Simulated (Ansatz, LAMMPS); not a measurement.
## Finding the fault: glassy 63SiO2-16Na2O-21K2O (mol %) (114 atoms)

Program: Ansatz 0.2.0. The cell: 24 Si, 12 Na, 16 K and 62 O.

Contents of input.yaml:

```yaml
crystal:
  lattice:
    - [11.77591, 0.0, 0.0]
    - [0.0, 11.77591, 0.0]
    - [0.0, 0.0, 11.77591]
  atoms:
    - { symbol: Si, position: [0.01356, 0.4788, 0.82628] }
    - { symbol: Si, position: [0.46603, 0.53226, 0.19629] }
    - { symbol: Si, position: [0.06229, 0.45726, 0.57109] }
    - { symbol: Si, position: [0.44582, 0.50217, 0.75653] }
    - { symbol: Si, position: [0.6039, 0.13578, 0.78829] }
    - { symbol: Si, position: [0.6068, 0.10844, 0.20347] }
    - { symbol: Si, position: [0.47116, 0.70104, 0.39779] }
    - { symbol: Si, position: [0.31045, 0.02422, 0.49389] }
    - { symbol: Si, position: [0.00504, 0.8813, 0.34948] }
    - { symbol: Si, position: [0.41546, 0.28132, 0.30045] }
    - { symbol: Si, position: [0.93387, 0.04684, 0.03085] }
    - { symbol: Si, position: [0.27916, 0.59858, 0.55046] }
    - { symbol: Si, position: [0.92669, 0.64595, 0.23168] }
    - { symbol: Si, position: [0.7432, 0.04574, 0.58119] }
    - { symbol: Si, position: [0.693, 0.79915, 0.46552] }
    - { symbol: Si, position: [0.95001, 0.26778, 0.18506] }
    - { symbol: Si, position: [0.35286, 0.06859, 0.74438] }
    - { symbol: Si, position: [0.82808, 0.09398, 0.34358] }
    [... 90 atom lines left out ...]
    - { symbol: O, position: [0.53406, 0.99087, 0.21038] }
    - { symbol: O, position: [0.60892, 0.16754, 0.08487] }
    - { symbol: O, position: [0.32119, 0.93151, 0.18319] }
    - { symbol: O, position: [0.90133, 0.97599, 0.3577] }
    - { symbol: O, position: [0.00286, 0.05379, 0.91826] }
    - { symbol: O, position: [0.16878, 0.86657, 0.0456] }
kpoints:
  mp_grid: { grid: [1, 1, 1] }
hamiltonian:
  xc: pbe
scf:
  occupations: { method: fixed }
  eigensolver: { kind: { support_functions: { accuracy: medium, spacing: 0.45 } } }
  max_iter: 100
output:
  forces: true
```

Started as:

```console
$ ansatz run input.yaml --threads 8 --pin off --max-ram 15872MiB --backend cpu --events-out ev --progress --plain --runs-dir out
```

What it wrote:

```text
Warning: scf.eigensolver.kind.support_functions: disabling space-group detection — the functions' gradient is summed over unrotated k-points, so no spatial operation reduces the k-mesh or symmetrises the density; time reversal is kept, so that k and −k are solved as one point where they differ and the mesh holds both, and exact exchange and, on two spinor components, a DFT+U term hold to it where the run has them: [...]
Warning: basis.ecutwfc = 464 eV, auto-derived: no grid that the accuracy of the support functions lays serves the files at the lower one that their records recommend; a deck with other species or settings can derive another value
settings of this run that can trade accuracy for cost: scf.eigensolver.kind.support_functions [...]
Engine: ansatz 0.2.0, aarch64-unknown-linux-gnu
Pseudopotentials: kind: paw
Pseudopotential: Si, paw, valence charge 4, recommended cutoff 420 eV (normal), Si.paw.azcp
Pseudopotential: Na, paw, valence charge 9, recommended cutoff 420 eV (normal), Na.paw.azcp
Pseudopotential: K, paw, valence charge 9, recommended cutoff 420 eV (normal), K.paw.azcp
Pseudopotential: O, paw, valence charge 6, recommended cutoff 420 eV (normal), O.paw.azcp
[... 5 lines on functional and potentials left out ...]
Crystal: 114 atoms, lattice volume = 1632.990 Å³
Basis set: ecut = 464 eV, 37121 PW (Γ), exchange–correlation on 180×180×180 points (8 copies of the dense FFT grid, shifted against one another)
Bands: 432, of which v1, the nominal top of the filled ones, is band 360 counted from 1 (359 counted from 0)
Symmetry: 1 space group operations
k-points: 1
[... 9 lines on functional and potentials left out ...]
Initial density: superposition of atomic densities (chi_scale 0.1, normalization cell, long waves of neutral atoms (reshape's long-wave potential 2.82 eV rms, cloud 2.69 Å wide))
Initial wavefunctions: pseudopotential atomic-orbital guess
Functional: x = pbe(κ = 0.804, μ = 0.219515), c = pbe(β = 0.066725)
SCF iter   1: F=—  HF=-92863.926241 eV  |F-HF|=—  |Δ(HF+E_count)|=         —  Δρ=8.56e-2  dr2=1.29e2  ethr=1.00e-1
preconditioner: auto → Resta (q_TF=auto, 2.380 Å⁻¹)  ε∞=9.4  [insulator: Δε(μ)=1.481 eV  Ē_g=15.464 eV  n_scr=364 (ndim 8)  ℏωp=22.4 eV  f_vac=0.021  ε∞_Penn≈3.1]
SCF iter   2: F=—  HF=-92903.687545 eV  |F-HF|=—  |Δ(HF+E_count)|=    3.98e1  Δρ=4.31e-2  dr2=3.64e1  ethr=1.80e-2
SCF iter   3: F=—  HF=-92898.507900 eV  |F-HF|=—  |Δ(HF+E_count)|=    5.18e0  Δρ=1.98e-2  dr2=1.52e1  ethr=5.05e-3  κ⁻¹=1.0e0(r=1)
SCF iter   4: F=—  HF=-92895.994085 eV  |F-HF|=—  |Δ(HF+E_count)|=    2.51e0  Δρ=1.43e-2  dr2=6.16e0  ethr=2.12e-3  κ⁻¹=5.9e-1(r=2)
SCF iter   5: F=—  HF=-92894.152511 eV  |F-HF|=—  |Δ(HF+E_count)|=    1.84e0  Δρ=4.10e-3  dr2=7.69e-1  ethr=8.56e-4  κ⁻¹=9.5e-3(r=3)
SCF iter   6: F=—  HF=-92894.104726 eV  |F-HF|=—  |Δ(HF+E_count)|=   4.78e-2  Δρ=2.44e-3  dr2=1.38e-1  ethr=1.07e-4  κ⁻¹=2.1e-3(r=4)
SCF iter   7: F=—  HF=-92894.168243 eV  |F-HF|=—  |Δ(HF+E_count)|=   6.35e-2  Δρ=1.04e-3  dr2=3.87e-2  ethr=1.92e-5  κ⁻¹=9.9e-4(r=5)
SCF iter   8: F=—  HF=-92894.182573 eV  |F-HF|=—  |Δ(HF+E_count)|=   1.43e-2  Δρ=4.91e-4  dr2=8.29e-3  ethr=5.38e-6  κ⁻¹=1.2e-4(r=6)
SCF iter   9: F=—  HF=-92894.190007 eV  |F-HF|=—  |Δ(HF+E_count)|=   7.43e-3  Δρ=2.40e-4  dr2=1.79e-3  ethr=1.15e-6  κ⁻¹=3.9e-5(r=7)
SCF iter  10: F=—  HF=-92894.195262 eV  |F-HF|=—  |Δ(HF+E_count)|=   5.25e-3  Δρ=1.08e-4  dr2=3.62e-4  ethr=2.48e-7  κ⁻¹=2.2e-5(r=7)
SCF iter  11: F=—  HF=-92894.199218 eV  |F-HF|=—  |Δ(HF+E_count)|=   3.96e-3  Δρ=4.52e-5  dr2=6.44e-5  ethr=5.03e-8  κ⁻¹=1.4e-5(r=7)
SCF iter  12: F=—  HF=-92894.202203 eV  |F-HF|=—  |Δ(HF+E_count)|=   2.99e-3  Δρ=2.40e-5  dr2=1.58e-5  ethr=8.94e-9  κ⁻¹=2.7e-5(r=7)
SCF iter  13: F=—  HF=-92894.204570 eV  |F-HF|=—  |Δ(HF+E_count)|=   2.37e-3  Δρ=1.13e-5  dr2=4.77e-6  ethr=2.19e-9  κ⁻¹=3.7e-5(r=7)
SCF iter  14: F=-92894.204571 eV  HF=-92894.204571 eV  |F-HF|=2.45e-7  |Δ(HF+E_count)|=   4.65e-7  Δρ=4.46e-6  dr2=7.89e-7  ethr=6.62e-10
SCF 1 converged in 14 iterations: F = -92894.236468 eV  dr2 = 7.89e-7
[...]
SCF converged after 14 iterations
Stability not checked: this state was not tested for a lower state beside it, because the mixer in use, unlike msr1, does not test its closes by its own steps (another_mixer; see scf.mixing.algorithm and scf.lower_state_search)
Free energy (F): -92894.236468 eV
Harris-Foulkes:  -92894.236469 eV  (|F-HF|=2.45e-7)
Internal energy: -92894.236468 eV  (E = F + TS)
E sigma→0 (E₀):  -92894.236468 eV
Fermi energy:    4.730660 eV
--- Per-component energies (eV) ---
  E_band       = -5295.244422
  E_kinetic    = 18644.949835
  E_local      = -53143.770612  (includes V_loc(G=0)·N_el)
  E_nonlocal   = 4275.103627
  E_softening  = -26.411091  (part of E_nonlocal)
  E_grid_corr  = -81.929406  (part of E_nonlocal)
  E_hartree    = 19312.163070
  E_xc         = -8898.678722
  E_vxc        = -10675.696183  (∫ρ·V_xc dr)
  E_paw        = -37565.079533  (= ΣΔE_a)
  E_vpaw       = -3020.268185  (= ΣTr[D̂ρ^β])
  E_aug_tail   = 0.094574  (compensation charges beyond the density's cutoff)
  E_ewald      = -35518.986810
  E_smearing   = -0.000000  (= −TS)
  E_closure    = 0.000000  (closes the sum)
  E_support_correction = -0.031898  (second-order, or where that is not computed along the SCF)
  E_support_correction_error = 3.2e-3  (of E_support_correction; not in F)
  Σ components = -92894.236468   (vs F -92894.236468, Δ=0.00e0)
--- Forces (eV/Å), atoms counted from 1 ---
  atom   1  Si    -1.24009359    -0.22552450    -0.44112126
  atom   2  Si    -0.45060495    -1.07739020     1.27715322
  atom   3  Si    -1.41035451     2.29904340    -2.36136085
  atom   4  Si    -1.93977324    -0.68904721     1.06151531
  atom   5  Si     2.30356642    -1.37781895    -0.40386453
  atom   6  Si    -2.40605811     1.80969514    -0.88980567
  atom   7  Si     1.87607866     1.89631200    -1.78052724
  atom   8  Si    -2.02758376    -1.30410959    -0.05485868
  atom   9  Si     1.59709468    -1.04246784     0.69465718
  atom  10  Si     3.33751926    -0.84242421     1.28423115
  atom  11  Si    -1.67691817    -0.02665088     1.67632366
  atom  12  Si    -1.19534108     0.62893477     3.35895804
  atom  13  Si     2.48659609     0.04531898     1.42883792
  atom  14  Si    -2.17968016    -2.00707061    -1.66986017
[...]
atom 113  O      2.54552367    -1.30619002    -3.44391428
  atom 114  O      1.86420975    -1.30065550    -0.39776787
  max |Σ_I F_I| component: 2.41e1 eV/Å
--- Band table (eV) ---
  k-point 0: bands = ["-46.5739", "-46.3298", "-46.2267", "-46.2166", [... 354 levels ...], "4.5638", "4.7307", "7.5953", "8.4904", "9.0516", "9.1474", "9.2380", "9.3604", "9.4489", "9.5605", "9.7356", "9.8428"]
  guard bands above this table: 62 of the run's 432 bands (output.publish_guard_bands: true publishes all)
settings of this run that can trade accuracy for cost: scf.eigensolver.kind.support_functions [...]
```

It took 29 s on 8 threads of Arm Neoverse V2, shared host; peak memory 2.3 GiB; 3.7 min of CPU time.

Against a sound run (Kohn-Sham DFT, PBE, PAW (set soft_2), plane waves):

* r.m.s. difference of force components: 1456 meV/Å
* longest difference of force vectors: 4693 meV/Å
* force difference over r.m.s. force: 109 %
* energy difference: 837.3 meV/atom

Q: Name the fault and the fix.

A grid far too coarse: support_functions.spacing = 0.45.

The fix is to leave the spacing at the level's default.

The run converged all the same, so the exit status doesn't show the fault.

[Long decimals in the printed logs are rounded to 6 places.]

[Logs are printed without paths, hosts, clocks, repeated set-up lines and the standing remarks that a program may print on its own settings, such as how far it seeks lower states.]

[Hosts, paths, dates, database ids (printed as entryN), source tags and the programs' standing remarks are cut or masked in the printed files.]
